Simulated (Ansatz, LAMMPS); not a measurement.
## Mg2+ triflate in dimethyl carbonate and dimethoxyethane at 300 K (230 atoms) in motion

Wanted: a short trajectory of Mg2+ triflate in dimethyl carbonate and dimethoxyethane at 300 K (230 atoms) with its pair distributions.

Calculated with Ansatz 0.2.0; Kohn-Sham DFT, PBE+D3(BJ), PAW (set soft_2), plane waves.

## 1. The starting structure

The cell holds 230 atoms: 53 C, 47 O, 112 H, 4 S, 12 F and 2 Mg. Cell: a = 13.942 Å, b = 13.942 Å, c = 13.942 Å, α = 90.0°, β = 90.0°, γ = 90.0°. 7 dimethyl carbonate, 7 dimethoxyethane, 2 Mg2+, 4 triflate placed at random, at 1.17 g/cm³; overlaps pushed apart, then 10 ps at 550 K with divalent ions of Li, Roberts, Chakravorty and Merz (J. Chem. Theory Comput. 9, 2733 (2013)); MMFF94 bonds, angles, torsions, charges and radii (Halgren, J. Comput. Chem. 17, 490 (1996)) in harmonic and 12-6 forms; charges of ions scaled by 0.8. Snapshot after 30 ps at 300 K and fixed volume.

What the set-up can't give: The network of contacts between molecules at the start is that of the classical potential that made the cell, and needn't be the one that DFT or experiment would give. The density was typed from a rule of thumb and may lie off the real one at this temperature. The Brillouin zone is sampled at Γ only, in a cell whose shortest periodic width is 14 Å.

## 2. Single point at the start

The forces at the start show how far the geometry lies from a minimum of this functional.

input.yaml reads:

```yaml
crystal:
  lattice:
    - [13.94215, 0.0, 0.0]
    - [0.0, 13.94215, 0.0]
    - [0.0, 0.0, 13.94215]
  atoms:
    - { symbol: C, position: [0.01705, 0.03176, 0.61928] }
    - { symbol: O, position: [0.11334, 0.03953, 0.64076] }
    - { symbol: C, position: [0.15147, 0.9393, 0.6487] }
    - { symbol: C, position: [0.163, 0.88901, 0.55149] }
    [... 220 atom lines left out ...]
    - { symbol: C, position: [0.41901, 0.07444, 0.42096] }
    - { symbol: F, position: [0.43941, 0.08337, 0.51807] }
    - { symbol: F, position: [0.48066, 0.00048, 0.39027] }
    - { symbol: F, position: [0.32967, 0.03451, 0.41624] }
    - { symbol: Mg, position: [0.27117, 0.32667, 0.86073] }
    - { symbol: Mg, position: [0.65622, 0.25468, 0.32099] }
kpoints:
  mp_grid: { grid: [1, 1, 1] }
hamiltonian:
  xc: pbe
  dispersion: d3bj
scf:
  occupations: { method: fixed }
output:
  forces: true
```

On the command line:

```
$ ansatz run input.yaml --threads 4 --pin off --max-ram 8192MiB --backend cpu --events-out ev --progress --plain --runs-dir out
```

Wall time 41 s (4 threads of Arm Neoverse V1, shared host); peak memory 3.8 GiB; 2.6 min of CPU time.

Numbers from this run:

```
free energy            : -58889.7117 eV
free energy per atom   : -256.0422 eV/atom
SCF cycles             : 11
r.m.s. force component : 0.9592 eV/Å
longest force          : 4.928 eV/Å
Fermi energy           : -0.4127 eV
```

The r.m.s. force component of 0.96 eV/Å sets the starting point.

Length of the force by element:

| element | coordination | atoms | mean length of the force (eV/Å) | spread | least | most |
| --- | --- | --- | --- | --- | --- | --- |
| C | all | 53 | 1.93 | 0.822 | 0.557 | 4.08 |
| F | all | 12 | 1.43 | 0.440 | 0.713 | 2.11 |
| H | all | 112 | 1.08 | 0.532 | 0.193 | 3.30 |
| Mg | all | 2 | 0.743 | 0.137 | 0.605 | 0.88 |
| O | all | 47 | 1.75 | 0.851 | 0.329 | 4.93 |
| S | all | 4 | 2.73 | 0.803 | 1.76 | 3.93 |

## 3. Dynamics at 300 K

A Nosé–Hoover thermostat steers the temperature while disturbing the dynamics little. The time step is 0.5 fs, short enough for the stretching of bonds to hydrogen.

input.yaml: that of step 2 with these lines changed.

```diff
@@ -16 +16,8 @@
   forces: true
+md:
+  timestep: 0.5
+  n_steps: 100
+  ensemble: nvt_nose_hoover
+  temperature: 300
+  initial_velocities: maxwell_boltzmann
+  seed: 4748
```

Elapsed: 40 min, on 4 threads; peak memory 3.8 GiB.

The program notes that it switched symmetry off.

Rows from the run:

| time (fs) | T (K) | potential (meV/atom) | conserved (meV/atom) |
| --- | --- | --- | --- |
| 0.0 | 300 | 0.0 | 0.00 |
| 3.5 | 352 | -6.8 | -0.04 |
| 6.5 | 391 | -11.8 | -0.05 |
| 10.0 | 355 | -7.1 | -0.02 |
| 13.5 | 340 | -5.4 | -0.05 |
| 16.5 | 341 | -5.5 | -0.01 |
| 20.0 | 378 | -10.5 | -0.06 |
| 23.5 | 369 | -9.4 | -0.06 |
| 26.5 | 340 | -5.8 | -0.02 |
| 30.0 | 341 | -6.1 | -0.06 |
| 33.5 | 329 | -4.7 | -0.02 |
| 36.5 | 355 | -8.2 | -0.04 |
| 40.0 | 365 | -9.7 | -0.06 |
| 43.5 | 331 | -5.5 | -0.02 |
| 46.5 | 333 | -6.0 | -0.05 |
| 50.0 | 350 | -8.5 | -0.04 |

Mean square displacement from the first frame to the last: C 0.070 Å², O 0.065 Å², H 0.27 Å², S 0.025 Å², F 0.065 Å², Mg 0.013 Å².

Mean square displacement against time lag:

| time lag (fs) | C (Å²) | F (Å²) | H (Å²) | Mg (Å²) | O (Å²) | S (Å²) |
| --- | --- | --- | --- | --- | --- | --- |
| 0.50 | 2.0e-5 | 1.2e-5 | 2.0e-4 | 3.6e-6 | 1.5e-5 | 1.0e-5 |
| 1.50 | 1.8e-4 | 1.1e-4 | 0.00173 | 3.2e-5 | 1.4e-4 | 9.1e-5 |
| 2.50 | 5.0e-4 | 3.1e-4 | 0.00460 | 8.8e-5 | 3.8e-4 | 2.5e-4 |
| 3.50 | 9.6e-4 | 6.0e-4 | 0.00851 | 1.7e-4 | 7.4e-4 | 4.9e-4 |
| 4.50 | 0.00156 | 9.9e-4 | 0.0131 | 2.7e-4 | 0.00122 | 7.9e-4 |
| 5.50 | 0.00226 | 0.00147 | 0.0179 | 4.0e-4 | 0.00180 | 0.00116 |
| 6.50 | 0.00307 | 0.00203 | 0.0227 | 5.5e-4 | 0.00248 | 0.00159 |
| 7.50 | 0.00396 | 0.00267 | 0.0274 | 7.1e-4 | 0.00324 | 0.00207 |
| 8.50 | 0.00491 | 0.00338 | 0.0320 | 9.0e-4 | 0.00408 | 0.00258 |
| 9.50 | 0.00592 | 0.00416 | 0.0366 | 0.00110 | 0.00499 | 0.00312 |
| 10.50 | 0.00698 | 0.00500 | 0.0411 | 0.00132 | 0.00595 | 0.00367 |
| 11.50 | 0.00806 | 0.00589 | 0.0456 | 0.00155 | 0.00696 | 0.00423 |
| 12.50 | 0.00917 | 0.00684 | 0.0500 | 0.00180 | 0.00800 | 0.00479 |
| 13.50 | 0.0103 | 0.00783 | 0.0542 | 0.00207 | 0.00907 | 0.00534 |
| 14.50 | 0.0114 | 0.00886 | 0.0579 | 0.00234 | 0.0102 | 0.00587 |
| 15.50 | 0.0125 | 0.00992 | 0.0610 | 0.00263 | 0.0113 | 0.00639 |
| 16.50 | 0.0136 | 0.0110 | 0.0634 | 0.00292 | 0.0124 | 0.00688 |
| 17.50 | 0.0147 | 0.0121 | 0.0650 | 0.00323 | 0.0135 | 0.00734 |
| 18.50 | 0.0158 | 0.0133 | 0.0662 | 0.00355 | 0.0146 | 0.00778 |
| 19.50 | 0.0169 | 0.0144 | 0.0673 | 0.00388 | 0.0157 | 0.00820 |
| 20.50 | 0.0180 | 0.0156 | 0.0685 | 0.00422 | 0.0169 | 0.00861 |
| 21.50 | 0.0191 | 0.0168 | 0.0705 | 0.00457 | 0.0181 | 0.00901 |
| 22.50 | 0.0203 | 0.0181 | 0.0733 | 0.00492 | 0.0192 | 0.00940 |
| 23.50 | 0.0215 | 0.0194 | 0.0770 | 0.00528 | 0.0204 | 0.00980 |
| 25.00 | 0.0235 | 0.0213 | 0.0845 | 0.00581 | 0.0223 | 0.0104 |

The drift taken off is the plain mean over atoms, not the centre of mass, so with hydrogen in the cell the heavy atoms' values at short lags are too large.

Over the second half of 50 fs the temperature averages 342 K with swings of 12 K r.m.s. The conserved energy stays within 0.08 meV/atom. From first frame to last H has the largest mean square displacement, 0.27 Å² at the end; the farthest move is 1.29 Å. The run spans 0.05 ps, too short for its means to be equilibrium values.

## 4. Structure statistics late in the run

The g(r) is a mean over the second half.

Density 1.17 g/cm³, 11.78 Å³ an atom.

Mean of 14 frames. g(r), total and by pair (bins of 0.2 Å):

| r (Å) | total | H-H | H-C | H-O | H-F | H-S | H-Mg |
| --- | --- | --- | --- | --- | --- | --- | --- |
| 1.00 | 1.84 | 0.00 | 8.20 | 0.00 | 0.00 | 0.00 | 0.00 |
| 1.20 | 2.14 | 0.00 | 8.56 | 0.00 | 0.00 | 0.00 | 0.00 |
| 1.40 | 1.52 | 0.00 | 0.00 | 0.00 | 0.00 | 0.00 | 0.00 |
| 1.60 | 0.28 | 0.37 | 0.00 | 0.00 | 0.00 | 0.00 | 0.00 |
| 1.80 | 1.18 | 4.75 | 0.00 | 0.02 | 0.00 | 0.00 | 0.00 |
| 2.00 | 0.80 | 0.28 | 0.20 | 3.15 | 0.00 | 0.00 | 0.00 |
| 2.20 | 1.05 | 0.46 | 0.86 | 2.23 | 0.38 | 0.00 | 0.00 |
| 2.40 | 0.79 | 0.83 | 0.23 | 0.70 | 0.66 | 0.00 | 0.00 |
| 2.60 | 0.90 | 1.06 | 1.02 | 0.82 | 0.75 | 0.00 | 0.00 |
| 2.80 | 0.80 | 0.83 | 0.98 | 1.02 | 0.85 | 0.04 | 0.12 |
| 3.00 | 0.74 | 0.86 | 0.73 | 0.82 | 0.72 | 0.62 | 1.38 |
| 3.20 | 0.84 | 0.89 | 1.07 | 0.72 | 0.92 | 0.59 | 1.79 |
| 3.40 | 0.84 | 0.84 | 1.07 | 0.74 | 0.65 | 1.18 | 2.36 |
| 3.60 | 0.90 | 0.94 | 0.89 | 0.87 | 0.79 | 1.21 | 1.52 |
| 3.80 | 1.04 | 0.96 | 0.96 | 1.13 | 0.88 | 0.97 | 1.48 |
| 4.00 | 1.11 | 1.13 | 1.14 | 1.14 | 1.20 | 0.96 | 3.81 |
| 4.20 | 1.06 | 1.08 | 1.04 | 1.16 | 0.82 | 1.06 | 1.60 |
| 4.40 | 1.08 | 1.03 | 1.14 | 1.10 | 0.90 | 1.39 | 0.18 |
| 4.60 | 1.08 | 1.10 | 1.04 | 1.06 | 0.97 | 1.73 | 0.17 |
| 4.80 | 1.09 | 1.02 | 1.23 | 1.07 | 0.96 | 1.00 | 0.30 |
| 5.00 | 1.10 | 0.97 | 1.09 | 1.20 | 0.95 | 1.21 | 0.56 |
| 5.20 | 1.10 | 1.00 | 1.15 | 1.19 | 1.21 | 1.15 | 0.46 |
| 5.40 | 1.00 | 0.98 | 1.00 | 1.00 | 1.17 | 0.99 | 0.64 |
| 5.60 | 1.02 | 1.05 | 1.05 | 0.98 | 0.92 | 0.78 | 0.86 |
| 5.80 | 1.02 | 1.03 | 0.99 | 1.02 | 0.86 | 0.95 | 1.04 |
| 6.00 | 0.98 | 0.99 | 0.91 | 0.89 | 0.97 | 1.22 | 0.78 |
| 6.20 | 0.94 | 0.99 | 0.89 | 0.94 | 0.92 | 0.78 | 1.44 |
| 6.40 | 0.96 | 0.97 | 0.95 | 0.95 | 0.93 | 1.29 | 1.19 |

## 5. Single point at the last frame

The last frame is solved once more, with the analyses that the dynamics left out.

input.yaml reads:

```yaml
crystal:
  lattice:
    - [13.94215, 0.0, 0.0]
    - [0.0, 13.94215, 0.0]
    - [0.0, 0.0, 13.94215]
  atoms:
    - { symbol: C, position: [0.00756, 0.02921, 0.61251] }
    - { symbol: O, position: [0.10795, 0.02535, 0.64622] }
    - { symbol: C, position: [0.14896, 0.93449, 0.64541] }
    - { symbol: C, position: [0.1787, 0.88786, 0.54746] }
    [... 220 atom lines left out ...]
    - { symbol: C, position: [0.41084, 0.07918, 0.42135] }
    - { symbol: F, position: [0.43068, 0.11172, 0.50679] }
    - { symbol: F, position: [0.47804, 0.01157, 0.39657] }
    - { symbol: F, position: [0.32157, 0.04278, 0.41863] }
    - { symbol: Mg, position: [0.26634, 0.32034, 0.86385] }
    - { symbol: Mg, position: [0.65522, 0.24808, 0.31645] }
kpoints:
  mp_grid: { grid: [1, 1, 1] }
hamiltonian:
  xc: pbe
  dispersion: d3bj
scf:
  occupations: { method: fixed }
output:
  forces: true
  stress: true
  populations: true
  dos:
    method: { smearing: { sigma: 0.1 } }
    de: 0.1
    projected: { site_lists: { C: [C], F: [F], H: [H], Mg: [Mg], O: [O] } }
  eigenvalues: true
  write_density: true
  write_potential: true
  volumetric_format: npy
  elf: true
```

Run time: 83 s. Hardware: 4 threads; peak memory 4.2 GiB; 5.4 min of CPU time.

The program notes that the exchange-correlation potential is rough where the density is thin.

Numbers from this run:

```
free energy                                      : -58891.6587 eV
free energy per atom                             : -256.0507 eV/atom
SCF cycles                                       : 11
pressure                                         : -1.063 GPa
r.m.s. force component                           : 0.8452 eV/Å
longest force                                    : 4.067 eV/Å
Fermi energy                                     : -0.4476 eV
gap (highest filled to lowest empty level) : 4.245 eV
spilling of the projection                       : 0.01411
```

Neighbours are counted within 1.34 Å (H-C), 1.85 Å (C-C), 1.73 Å (C-O), 1.62 Å (C-F), 2.21 Å (C-S), 1.98 Å (O-S), 2.68 Å (O-Mg).

Length of the force by element and coordination:

| element | coordination | atoms | mean length of the force (eV/Å) | spread | least | most |
| --- | --- | --- | --- | --- | --- | --- |
| C | all | 53 | 1.91 | 0.813 | 0.477 | 4.03 |
| C | 3 | 7 | 1.63 | 0.812 | 0.477 | 3.22 |
| C | 4 | 46 | 1.95 | 0.806 | 0.593 | 4.03 |
| F | all | 12 | 1.10 | 0.59 | 0.331 | 2.21 |
| H | all | 112 | 0.926 | 0.409 | 0.221 | 2.18 |
| Mg | all | 2 | 0.481 | 0.118 | 0.362 | 0.599 |
| O | all | 47 | 1.36 | 0.746 | 0.358 | 4.07 |
| O | 1 | 14 | 1.36 | 0.571 | 0.605 | 2.24 |
| O | 2 | 26 | 1.47 | 0.839 | 0.359 | 4.07 |
| O | 3 | 7 | 0.946 | 0.505 | 0.358 | 1.88 |
| S | all | 4 | 2.11 | 0.425 | 1.42 | 2.55 |

Löwdin charges by element and coordination (they lack the spilled electrons, 0.045 e an atom on average):

| element | coordination | atoms | mean charge (e) | spread | least | most |
| --- | --- | --- | --- | --- | --- | --- |
| C | all | 53 | 0.0123 | 0.361 | -0.250 | 0.745 |
| C | 3 | 7 | 0.719 | 0.0136 | 0.699 | 0.745 |
| C | 4 | 46 | -0.0953 | 0.249 | -0.250 | 0.684 |
| F | all | 12 | -0.21 | 0.0166 | -0.238 | -0.183 |
| H | all | 112 | 0.194 | 0.021 | 0.143 | 0.236 |
| Mg | all | 2 | 1.62 | 5.0e-4 | 1.62 | 1.62 |
| O | all | 47 | -0.463 | 0.207 | -0.887 | -0.245 |
| O | 1 | 14 | -0.624 | 0.160 | -0.790 | -0.41 |
| O | 2 | 26 | -0.395 | 0.209 | -0.887 | -0.245 |
| O | 3 | 7 | -0.395 | 0.023 | -0.437 | -0.364 |
| S | all | 4 | 2.25 | 0.023 | 2.21 | 2.27 |

Density of states as counts of states in windows of 1 eV (from the Fermi level), total and the larger projections:

| from (eV) | to (eV) | total | O p | C p | H s | F p | C s |
| --- | --- | --- | --- | --- | --- | --- | --- |
| -14 | -13 | 24.3 | 5.7 | 1.6 | 3.6 | 1.5 | 9.7 |
| -13 | -12 | 17.8 | 3.0 | 0.9 | 3.5 | 1.4 | 7.1 |
| -12 | -11 | 25.8 | 3.7 | 2.1 | 7.4 | 0.0 | 10.7 |
| -11 | -10 | 15.9 | 1.1 | 3.0 | 2.4 | 3.0 | 2.7 |
| -10 | -9 | 30.9 | 2.6 | 6.2 | 3.8 | 11.1 | 3.5 |
| -9 | -8 | 22.2 | 7.1 | 5.0 | 3.0 | 1.0 | 2.2 |
| -8 | -7 | 44.0 | 16.6 | 17.9 | 5.1 | 0.6 | 0.7 |
| -7 | -6 | 72.4 | 24.5 | 21.1 | 7.2 | 12.7 | 0.7 |
| -6 | -5 | 89.8 | 24.0 | 26.9 | 12.9 | 19.1 | 0.6 |
| -5 | -4 | 57.8 | 9.8 | 23.5 | 11.5 | 11.1 | 0.2 |
| -4 | -3 | 62.1 | 23.1 | 21.2 | 14.0 | 0.3 | 0.2 |
| -3 | -2 | 53.1 | 36.6 | 7.3 | 5.6 | 0.9 | 0.4 |
| -2 | -1 | 59.8 | 46.8 | 4.7 | 5.4 | 0.9 | 0.4 |
| -1 | 0 | 19.1 | 15.0 | 1.2 | 2.6 | 0.0 | 0.1 |
| 0 | 1 | 1.0 | 0.7 | 0.1 | 0.1 | 0.0 | 0.0 |
| 1 | 4 | 0.0 | 0.0 | 0.0 | 0.0 | 0.0 | 0.0 |
| 4 | 5 | 21.0 | 2.5 | 6.2 | 4.0 | 0.1 | 2.0 |

With fixed occupations the program's Fermi level is the highest filled level; weight inside the gap is the broadening of levels at its edges.

Between -26 and -14 eV lie 107 more states.

The stored curve holds about 703 of the 734 electrons; the rest, give or take the few that broadening carries across the Fermi level, lie in deeper levels below its range.

Not all projections were asked for or kept, so they needn't add up to the total.

The levels nearest the highest filled one (over half full), pooled over k-points and spins:

| level less the highest filled one (eV) | occupation |
| --- | --- |
| -0.605 | 2 |
| -0.537 | 2 |
| -0.475 | 2 |
| -0.237 | 2 |
| -0.186 | 2 |
| 0 | 2 |
| 4.24 | 0 |
| 4.31 | 0 |
| 4.35 | 0 |
| 4.43 | 0 |
| 4.66 | 0 |
| 4.71 | 0 |

Mean Löwdin charges: C +0.01, F -0.21, H +0.19, Mg +1.62, O -0.46, S +2.25 e (they miss 1.4 % of the electrons, so they add up to more than the cell's charge).

## 6. What came out

```json
{"mean temperature, second half": "342.1 K", "temperature swing, second half": "12.06 K", "slope of the conserved energy against time, by least squares": "0.0162 meV/atom/ps", "free energy per atom": "-256.0507 eV/atom", "pressure": "-1.063 GPa", "r.m.s. force component": "0.8452 eV/Å", "gap (highest filled to lowest empty level)": "4.245 eV", "wall time of the 3 DFT runs": "42 min"}
```

What this shows: Over the second half of 50 fs the temperature averages 342 K with swings of 12 K r.m.s. The conserved energy stays within 0.08 meV/atom. The run spans 0.05 ps, too short for its means to be equilibrium values. Filled and empty levels are parted by 4.24 eV (at Γ alone); a semilocal functional tends to put such gaps too low. In a disordered cell it changes from sample to sample and from frame to frame.

Caveats: The pressure of a single frame lacks the kinetic term, about 0.40 GPa here.

[Logs are printed without paths, hosts, clocks, repeated set-up lines and the standing remarks that a program may print on its own settings, such as how far it seeks lower states.]

[Hosts, paths, dates, database ids (printed as entryN), source tags and the programs' standing remarks are cut or masked in the printed files.]

[The MMFF94 radii named for the starting cell were scaled by 0.96; in molecules described by MMFF94, hydrogen bound to N, O or S took a small fixed 12-6 site in their place.]
